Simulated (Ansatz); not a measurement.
# LiZnF3 (model cell, started as cubic perovskite with Zn in the octahedra): following an unstable mode, part 2 of 3

Which phase does LiZnF3 (model cell, started as cubic perovskite with Zn in the octahedra) fall into along its unstable mode, and how much energy does it gain?

Ansatz 0.2.0; DFT PBEsol, scalar-relativistic, plane waves, PAW; PAW set soft_1.

So far, highest frequency on the path or at a solved wavevector (cm⁻¹): step 2 (the dispersion) 579. Also lowest frequency on the path (cm⁻¹): step 2 -231.

The structure was built from a prototype and need not be the compound's stable phase.

**5. Energy along the mode, all amplitudes (two of the runs are shown above)**

An imaginary frequency means negative curvature, so the energy should fall and then rise again as anharmonic terms take over.

Numbers from this step:

```
depth at the lowest point sampled  : 52.25 meV/atom
largest atomic shift at that point : 0.6 Å
```

Energy from the parent against largest atomic shift:

```csv
largest atomic shift (Å),energy from the parent (meV/atom)
0.000,0
0.040,-0.276
0.080,-1.10
0.140,-3.36
0.220,-8.21
0.320,-17.0
0.450,-32.2
0.600,-52.3
```

Displacement at unit largest shift by atom:

```csv
atom,x (Å),y (Å),z (Å),size
Li1,0.000,-0.707,-0.707,1.000
Zn2,0.000,-0.019,-0.019,0.027
F3,0.000,0.153,0.016,0.154
F4,0.000,0.016,0.153,0.154
F5,0.000,0.153,0.153,0.216
```

The lowest of the steps tried is the last one, at 0.6 Å, 52.3 meV/atom below the parent; the bottom of the well need not coincide with a step.

**6. Relaxing from the distorted cell**

Starting from the lowest point found, all atoms and the cell are let go, so that strain and other modes of the same symmetry can join in.

Contents of input.yaml:

```yaml
crystal:
  lattice:
    - [3.9677040432, 0.0, 0.0]
    - [0.0, 3.9677040432, 0.0]
    - [0.0, 0.0, 3.9677040432]
  atoms:
    - { symbol: Li, position: [0.0, -0.1069293637, -0.1069293637] }
    - { symbol: Zn, position: [0.5, 0.4971842228, 0.4971842228] }
    - { symbol: F, position: [0.5, 0.5231613438, 0.0024280041] }
    - { symbol: F, position: [0.5, 0.0024280041, 0.5231613438] }
    - { symbol: F, position: [0.0, 0.5231613438, 0.5231613438] }
kpoints:
  mp_grid: { grid: [8, 8, 8] }
hamiltonian:
  xc: pbesol
  pseudopotentials: { kind: paw, azcp: { folder: soft_1 }, xc_functional: pbe }
scf:
  occupations: { method: fixed }
output:
  forces: true
  stress: true
  eigenvalues: true
  write_density: true
  write_potential: true
  elf: true
  volumetric_format: npy
relax:
  adjacent_minimum: "off"
  f_tol: 0.002
  max_steps: 120
  cell: { stress_tol: 0.03 }
```

Launch:

```console
ansatz run input.yaml --threads 4 --pin off --max-ram 16384MiB --backend cpu --events-out ev --progress --plain --runs-dir out
```

Numbers of over 12 decimals in the logs are rounded to 6 here.

The log of the run:

```text
[...]
Crystal: 5 atoms, lattice volume = 62.462 Å³
Basis set: ecut = 420 eV, 1213 PW (Γ), exchange–correlation on 54×54×54 points (8 copies of the dense FFT grid, shifted against one another)
Bands: 23, of which v1, the nominal top of the filled ones, is band 18 counted from 1 (17 counted from 0)
Symmetry: 4 space group operations
[...]
k-points: 105 of 512 (time reversal used)
[...]
SCF iter   1: F=—  HF=-5893.485587 eV  |F-HF|=—  |Δ(HF+E_count)|=         —  Δρ=1.82e-1  dr2=1.24e1  ethr=3.10e-3  ⟨swp⟩=4.3  Hψ=11187  notcnv=0  defer=289
[...]
SCF iter  11: F=-5888.702474 eV  HF=-5888.702474 eV  |F-HF|=1.60e-8  |Δ(HF+E_count)|=   1.55e-7  Δρ=2.49e-6  dr2=3.59e-9  ethr=2.78e-10  ⟨swp⟩=14.1  Hψ=19228  notcnv=0
SCF 1 converged in 11 iterations: F = -5888.702474 eV  dr2 = 3.59e-9
[...]
relax step   1: F+E_penalty+E_count = -5888.70247356 eV  Δ(F+E_penalty+E_count) = +0.000e0 eV  max|allowed force component| = 3.547e-1 eV/Å  Δτ_max = 0.0000 Å  P = +0.576 GPa  Ω = 62.462 Å³  (11 SCF iters, dr2 threshold 1.00e-7 eV, accepted)
Crystal: 5 atoms, lattice volume = 63.039 Å³
Basis set: ecut = 420 eV, 1237 PW (Γ), exchange–correlation on 54×54×54 points (8 copies of the dense FFT grid, shifted against one another)
[...]
iter 1 solved again at ethr=5.89e-5 eV; its pass at ethr=3.10e-3 eV (dr2=2.12e-2 eV) is discarded
[...]
SCF iter   7: F=-5888.769530 eV  HF=-5888.769529 eV  |F-HF|=7.83e-7  |Δ(HF+E_count)|=   2.63e-6  Δρ=1.78e-5  dr2=2.41e-7  ethr=1.39e-9  ⟨swp⟩=13.8  Hψ=20082  notcnv=0
SCF 2 converged in 7 iterations: F = -5888.769530 eV  dr2 = 2.41e-7
  Residual-converged pass: ⟨swp⟩=1.0  Hψ=2838  notcnv=0  max |occ|·‖R‖ = 7.1e-9 eV (tolerance 1.0e-8 eV)  dr2=2.41e-7  dr2_onsite=1.83e-8  max |Δocc| = 0.0e0
relax step   2: F+E_penalty+E_count = -5888.76952980 eV  Δ(F+E_penalty+E_count) = -6.706e-2 eV  max|allowed force component| = 3.105e-1 eV/Å  Δτ_max = 0.0982 Å  P = +0.036 GPa  Ω = 63.039 Å³  energy of the carried Pulay correction = -1.589e-3 eV  (7 SCF iters, dr2 threshold 5.00e-7 eV, accepted)
Crystal: 5 atoms, lattice volume = 62.979 Å³
[...]
SCF iter   8: F=-5888.831715 eV  HF=-5888.831714 eV  |F-HF|=7.91e-7  |Δ(HF+E_count)|=   3.47e-6  Δρ=2.02e-5  dr2=2.00e-7  ethr=1.39e-9  ⟨swp⟩=14.8  Hψ=20817  notcnv=0
SCF 3 converged in 8 iterations: F = -5888.831715 eV  dr2 = 2.00e-7
[...]
relax step   3: F+E_penalty+E_count = -5888.83171498 eV  Δ(F+E_penalty+E_count) = -6.219e-2 eV  max|allowed force component| = 2.923e-1 eV/Å  Δτ_max = 0.1978 Å  P = +1.585 GPa  Ω = 62.979 Å³  energy of the carried Pulay correction = -1.423e-3 eV  (8 SCF iters, dr2 threshold 5.00e-7 eV, accepted)
[... from here on, the SCF cycles and remarks between the steps are left out ...]
relax step   4: F+E_penalty+E_count = -5888.85329055 eV  Δ(F+E_penalty+E_count) = -2.158e-2 eV  max|allowed force component| = 1.146e-1 eV/Å  Δτ_max = 0.0487 Å  P = -0.488 GPa  Ω = 63.910 Å³  energy of the carried Pulay correction = -3.961e-3 eV  (8 SCF iters, dr2 threshold 5.00e-7 eV, accepted)
relax step   5: F+E_penalty+E_count = -5888.86043145 eV  Δ(F+E_penalty+E_count) = -7.141e-3 eV  max|allowed force component| = 8.152e-2 eV/Å  Δτ_max = 0.0119 Å  P = -0.288 GPa  Ω = 63.927 Å³  energy of the carried Pulay correction = -4.006e-3 eV  (6 SCF iters, dr2 threshold 5.00e-7 eV, accepted)
relax step   6: F+E_penalty+E_count = -5888.85999258 eV  Δ(F+E_penalty+E_count) = +4.389e-4 eV  max|allowed force component| = 1.649e-1 eV/Å  Δτ_max = 0.0571 Å  P = -0.249 GPa  Ω = 63.762 Å³  energy of the carried Pulay correction = -3.558e-3 eV  (7 SCF iters, dr2 threshold 5.00e-7 eV, rejected (line search))
relax step   7: F+E_penalty+E_count = -5888.86481341 eV  Δ(F+E_penalty+E_count) = -4.382e-3 eV  max|allowed force component| = 1.103e-2 eV/Å  Δτ_max = 0.0262 Å  P = +0.081 GPa  Ω = 63.691 Å³  energy of the carried Pulay correction = -3.366e-3 eV  (11 SCF iters, accepted)
relax step   8: F+E_penalty+E_count = -5888.86492501 eV  Δ(F+E_penalty+E_count) = -1.116e-4 eV  max|allowed force component| = 1.356e-3 eV/Å  Δτ_max = 0.0090 Å  P = -0.006 GPa  Ω = 63.773 Å³  energy of the carried Pulay correction = -3.590e-3 eV  (6 SCF iters, dr2 threshold 1.18e-7 eV, accepted)
relax step   9: F+E_penalty+E_count = -5888.87252978 eV  Δ(F+E_penalty+E_count) = -7.605e-3 eV  max|allowed force component| = 2.866e-3 eV/Å  Δτ_max = 0.0000 Å  P = +0.181 GPa  Ω = 63.773 Å³  stress off target by 5.00e-1 GPa  SCF on the basis re-selected at this cell (its energy is not comparable with the rows above)  (9 SCF iters)
relax step  10: F+E_penalty+E_count = -5888.87281739 eV  Δ(F+E_penalty+E_count) = -2.876e-4 eV  max|allowed force component| = 2.492e-3 eV/Å  Δτ_max = 0.0077 Å  P = +0.035 GPa  Ω = 63.983 Å³  energy of the carried Pulay correction = -5.685e-4 eV  (6 SCF iters, dr2 threshold 5.00e-7 eV, accepted)
relax step  11: F+E_penalty+E_count = -5888.87273123 eV  Δ(F+E_penalty+E_count) = +8.616e-5 eV  max|allowed force component| = 1.097e-3 eV/Å  Δτ_max = 0.0016 Å  P = +0.001 GPa  Ω = 64.018 Å³  energy of the carried Pulay correction = -6.650e-4 eV  (6 SCF iters, dr2 threshold 1.41e-8 eV, accepted)
relax step  12: F+E_penalty+E_count = -5888.87359376 eV  Δ(F+E_penalty+E_count) = -8.625e-4 eV  max|allowed force component| = 1.085e-3 eV/Å  Δτ_max = 0.0000 Å  P = +0.005 GPa  Ω = 64.018 Å³  stress off target by 5.50e-2 GPa  SCF on the basis re-selected at this cell (its energy is not comparable with the rows above)  (7 SCF iters)
relax step  13: F+E_penalty+E_count = -5888.87356581 eV  Δ(F+E_penalty+E_count) = +2.794e-5 eV  max|allowed force component| = 1.589e-4 eV/Å  Δτ_max = 0.0010 Å  P = -0.002 GPa  Ω = 64.035 Å³  energy of the carried Pulay correction = -4.445e-5 eV  (6 SCF iters, dr2 threshold 7.55e-9 eV, accepted)
[...]
SCF iter   6: F=-5888.873631 eV  HF=-5888.873631 eV  |F-HF|=8.19e-12  |Δ(HF+E_count)|=  3.08e-10  Δρ=1.85e-7  dr2=1.61e-11  ethr=1.00e-12  ⟨swp⟩=10.9  Hψ=13977  notcnv=0
SCF 14 converged in 6 iterations: F = -5888.873631 eV  dr2 = 1.61e-11
relax step  14: F+E_penalty+E_count = -5888.87363113 eV  Δ(F+E_penalty+E_count) = -6.532e-5 eV  max|allowed force component| = 1.615e-4 eV/Å  Δτ_max = 0.0000 Å  P = -0.002 GPa  Ω = 64.035 Å³  stress off target by 7.74e-3 GPa  SCF on the basis re-selected at this cell (its energy is not comparable with the rows above)  (6 SCF iters)
[...]
SCF converged after 6 iterations
Free energy (F): -5888.873631 eV
[...]
Internal energy: -5888.873631 eV  (E = F + TS)
E sigma→0 (E₀):  -5888.873631 eV
Fermi energy:    1.714121 eV
[...]
--- Forces (eV/Å), atoms counted from 1 ---
  atom   1  Li     0.00000000    -0.00016122    -0.00016122
  atom   2  Zn    -0.00000000     0.00008361     0.00008361
  atom   3  F      0.00000000    -0.00003930     0.00006270
  atom   4  F      0.00000000     0.00006270    -0.00003930
  atom   5  F     -0.00000000     0.00005546     0.00005546
  max |Σ_I F_I| component: 1.25e-6 eV/Å
--- Stress (GPa, compression-positive) ---
       -0.005931       0.000000       0.000000
        0.000000       0.000597       0.007141
        0.000000       0.007141       0.000597
  P = ⅓ Tr σ = -0.0016 GPa (-0.016 kbar)
--- Band table (eV; the first three rows and the last of 105) ---
  k-point 0: bands = [... 14 lower, -0.2563, -0.1287, 0.0553, 0.5384, 5.3210, 9.5865, 12.2931, 14.5488, ... 1 higher]
  k-point 1: bands = [... 14 lower, -0.2568, -0.1010, -0.0031, 0.5481, 5.5934, 9.6619, 12.1264, 14.4558, ... 1 higher]
  k-point 2: bands = [... 14 lower, -0.2554, -0.0516, -0.0402, 0.5191, 6.3023, 9.7165, 11.8242, 14.5005, ... 1 higher]
  k-point 104: bands = [... 14 lower, 0.1584, 0.5113, 1.5468, 1.7141, 9.9058, 11.0232, 12.0316, 12.1277, ... 1 higher]
--- Relaxed structure (11 steps of the walk, 10 accepted, 3 SCFs on fresh bases) ---
  F+E_penalty+E_count = -5888.87363113 eV   max|allowed force component| = 1.615e-4 eV/Å   (the final SCF, on the basis selected at the relaxed cell)
  cell:  # Å, volume = 64.0351 Å³
    - [3.873641, 0, 0]
    - [0, 4.067799, 0.126478]
    - [0, 0.126478, 4.067799]
  atoms:
    - { symbol: Li, position: [0, -0.157409, -0.157409] }
    - { symbol: Zn, position: [0.5, 0.490541, 0.490541] }
    - { symbol: F, position: [0.5, 0.563158, 0.00921686] }
    - { symbol: F, position: [0.5, 0.00921686, 0.563158] }
    - { symbol: F, position: [0, 0.533498, 0.533498] }
```

Elapsed: 54 s, on 4 threads of Intel Xeon Platinum 8375C at 2.90GHz (Ice Lake), shared host; peak memory 0.57 GiB; 3.5 min of CPU time.

The steps of the relaxation:

```csv
step,energy less that of the first step (eV),largest force component (eV/Å),pressure (GPa),volume (Å³)
1,0.0000,0.3547,0.58,62.46
2,-0.0671,0.3105,0.04,63.04
3,-0.1292,0.2923,1.59,62.98
4,-0.1508,0.1146,-0.49,63.91
5,-0.1580,0.0815,-0.29,63.93
6,-0.1575,0.1649,-0.25,63.76
7,-0.1623,0.0110,0.08,63.69
8,-0.1625,0.0014,-0.01,63.77
9*,-0.1701,0.0029,0.18,63.77
10,-0.1703,0.0025,0.04,63.98
11,-0.1703,0.0011,0.00,64.02
12*,-0.1711,0.0011,0.01,64.02
13,-0.1711,0.0002,0.00,64.04
14*,-0.1712,0.0002,0.00,64.04
```

Relaxation steps marked * repeat the geometry before them on a plane-wave basis chosen anew for their cell, so energy and pressure can jump there. Relaxation step 6 was tried and not accepted.

The run keeps the 4 symmetry operations that it works with, so distortions that break them were not tested.

```csv
"conventional cell, symmetrised",before,after,change
a (Å),3.968,3.874,-2.4 %
b (Å),5.611,5.574,-0.7 %
c (Å),5.611,5.932,+5.7 %
volume (Å³/atom),12.49,12.81,+2.5 %
```

The atoms that moved most (Å, as changes of fractional coordinates times the final cell):

```csv
atom,dx,dy,dz,length
Li1,0.000,-0.212,-0.212,0.299
F3,0.000,0.164,0.033,0.167
F4,0.000,0.033,0.164,0.167
F5,0.000,0.043,0.043,0.061
Zn2,0.000,-0.028,-0.028,0.039
```

Final coordinates:

```cif
data_structure
_symmetry_space_group_name_H-M 'P 1'
_symmetry_Int_Tables_number 1
_cell_length_a 3.8736
_cell_length_b 4.0698
_cell_length_c 4.0698
_cell_angle_alpha 86.438
_cell_angle_beta 90.000
_cell_angle_gamma 90.000
_cell_volume 64.04
loop_
_atom_site_label
_atom_site_type_symbol
_atom_site_fract_x
_atom_site_fract_y
_atom_site_fract_z
_atom_site_occupancy
Li1 Li 0.00000 0.84259 0.84259 1
Zn2 Zn 0.50000 0.49054 0.49054 1
F3 F 0.50000 0.56316 0.00922 1
F4 F 0.50000 0.00922 0.56316 1
F5 F 0.00000 0.53350 0.53350 1
```

This step gave:

| Property | Result |
| --- | --- |
| pressure | -0.001579 GPa |
| gap on the k-mesh | 3.607 eV |
| volume per atom | 12.81 Å³ |

Electrostatic potential energy in the ac plane at fractional y = 0.533, with atoms of Zn and F within 0.2 Å of it. With pseudopotentials it is smooth inside the atoms' cores, unlike the true potential.

Values in eV, 14 rows by 14 columns, each cell a mean:
```
  7   7   7   8   6 -16 -32 -37 -30  -7   7   8   7   7
  7   7   7   7   7   0 -13 -19 -10   4   7   7   7   7
  6   6   7   7   6   5   5   4   5   6   7   7   7   6
  2   5   6   6   5   2  -1  -2   0   3   5   6   6   4
-28 -20  -1   4   0 -14 -26 -30 -23  -9   2   4  -7 -23
-42 -36 -15   1  -9 -32 -47 -50 -44 -24  -5   0 -23 -38
-44 -39 -18  -1 -17 -44 -55 -55 -54 -35 -11  -2 -27 -41
-36 -29  -8   1 -16 -42 -54 -55 -53 -33  -9   1 -15 -31
 -7  -1   5   4  -6 -25 -39 -44 -37 -19  -2   4   4  -3
  7   7   7   5   2  -7 -17 -20 -15  -3   3   6   7   7
  8   8   8   7   6   4   1   0   2   5   6   7   8   8
  8   8   8   8   7   1 -12 -17  -9   4   7   8   8   8
  7   7   8   8   5 -17 -34 -39 -32  -8   7   8   8   7
  7   7   8   8   3 -24 -39 -43 -37 -15   6   8   7   7
```
Columns run along a (3.9 Å; values clipped at the 3rd and 97th percentile), rows up along c (4.1 Å). Atoms in or near the plane, at fractional coordinates: Zn at (0.50, 0.49), F at (0.50, 0.01), F at (0.00, 0.53).

ELF in the ac plane at fractional y = 0.533, with atoms of Zn and F within 0.2 Å of it. It is the smooth field of the valence electrons, not physical close to the nuclei.

Ten even steps from '_' (0.00) to '@' (0.80), each cell a mean:
```
______==%%@@@@@@@@@@##::____
______..++%%@@@@@@##==..____
++==..__..--======::____::==
@@%%==..__........____::**%%
@@@@%%--..............==@@@@
##@@@@==..________....++@@%%
**%%@@==..__________..++@@%%
@@@@%%--..__________..==@@@@
@@@@**......______....::##@@
##++::____..........__..--**
::..____..----==--::..____..
______..++##@@@@%%##==..____
____..==%%@@@@%%@@@@##--____
____..++@@@@%%##@@@@%%==____
```
Columns run along a (3.9 Å), rows up along c (4.1 Å). Atoms in or near the plane, at fractional coordinates: Zn at (0.50, 0.49), F at (0.50, 0.01), F at (0.00, 0.53).

Valence density in the ac plane at fractional y = 0.533, with atoms of Zn and F within 0.2 Å of it. It is the smooth field of the valence electrons, not physical close to the nuclei.

Ten steps, logarithmic in the rise over the least value, from '_' (0 e/Å³) to '@' (26 e/Å³), each cell a mean:
```
________::==**##**--..______
________..--==++==::..______
..________..::::::..______..
::::..____..........__....::
**++--....::------::..::--++
##**==::::==**##++--::::++##
%%##==::::++%%@@%%==::--++##
##**--::::++%%@@##==::::==**
----::....--++++==::....::--
....____....::--::..____....
________....::::::..________
________..::====--::..______
________::==**##**==..______
______..::++##%%##==::______
```
Columns run along a (3.9 Å), rows up along c (4.1 Å). Atoms in or near the plane, at fractional coordinates: Zn at (0.50, 0.49), F at (0.50, 0.01), F at (0.00, 0.53).

The distorted start has space group Amm2; the relaxation ends in Amm2.

**7. The new phase in its own primitive cell**

The relaxed structure is symmetrised, reduced to its primitive cell and relaxed tightly, as its phonons need.

Contents of input.yaml:

```yaml
crystal:
  lattice:
    - [3.8736410714, 0.0, 0.0]
    - [0.0, 2.7869355005, 2.9658017084]
    - [0.0, -2.7869355005, 2.9658017084]
  atoms:
    - { symbol: Li, position: [0.0, 0.8425913827, 0.8425913827] }
    - { symbol: Zn, position: [0.5, 0.4905410892, 0.4905410892] }
    - { symbol: F, position: [0.5, 0.5631584757, 0.0092168633] }
    - { symbol: F, position: [0.5, 0.0092168633, 0.5631584757] }
    - { symbol: F, position: [0.0, 0.53349774, 0.53349774] }
kpoints:
  mp_grid: { grid: [6, 6, 6] }
hamiltonian:
  xc: pbesol
  pseudopotentials: { kind: paw, azcp: { folder: soft_1 }, xc_functional: pbe }
scf:
  occupations: { method: fixed }
output:
  forces: true
  stress: true
  eigenvalues: true
relax:
  adjacent_minimum: "off"
  f_tol: 0.001
  max_steps: 60
  cell: { stress_tol: 0.01 }
```

The log of the run:

```text
[...]
Crystal: 5 atoms, lattice volume = 64.035 Å³
Basis set: ecut = 420 eV, 1261 PW (Γ), exchange–correlation on 54×60×60 points (8 copies of the dense FFT grid, shifted against one another)
Bands: 23, of which v1, the nominal top of the filled ones, is band 18 counted from 1 (17 counted from 0)
Symmetry: 4 space group operations
[...]
k-points: 52 of 216 (time reversal used)
[...]
cell:  # Å, volume = 64.0351 Å³
    - [3.8736410714, 0.0, 0.0]
    - [0.0, 2.7869355005, 2.9658017084]
    - [0.0, -2.7869355005, 2.9658017084]
  atoms:
    - { symbol: Li, position: [0.0, 0.8425913827, 0.8425913827] }
    - { symbol: Zn, position: [0.500000, 0.490541, 0.490541] }
    - { symbol: F, position: [0.500000, 0.5631584757, 0.00921686] }
    - { symbol: F, position: [0.500000, 0.00921686, 0.5631584757] }
    - { symbol: F, position: [0.0, 0.53349774, 0.53349774] }
[key lines of the parts left out:]
SCF converged after 8 iterations
Free energy (F): -5888.873623 eV
Fermi energy:    1.714116 eV
P = ⅓ Tr σ = -0.0020 GPa (-0.020 kbar)
```

The job ended after 4.2 s (4 threads; peak memory 0.51 GiB; 15 s of CPU time).

Little changed from the start: no atom moved by 0.005 Å and no cell edge by 0.1 %.

Numbers from this step:

```yaml
pressure: -0.001960 GPa
direct_gap_on_mesh: 4.783 eV
```

The largest force component left is 0.25 meV/Å and the pressure is -0.002 GPa, within the tolerances set. The cell now holds 12.81 Å³/atom.

(Part 2 of 3 ends here.)

[Logs are printed without paths, hosts, clocks, repeated set-up lines and the standing remarks that a program may print on its own settings, such as how far it seeks lower states.]

[Hosts, paths, dates, database ids (printed as entryN), source tags and the programs' standing remarks are cut or masked in the printed files.]
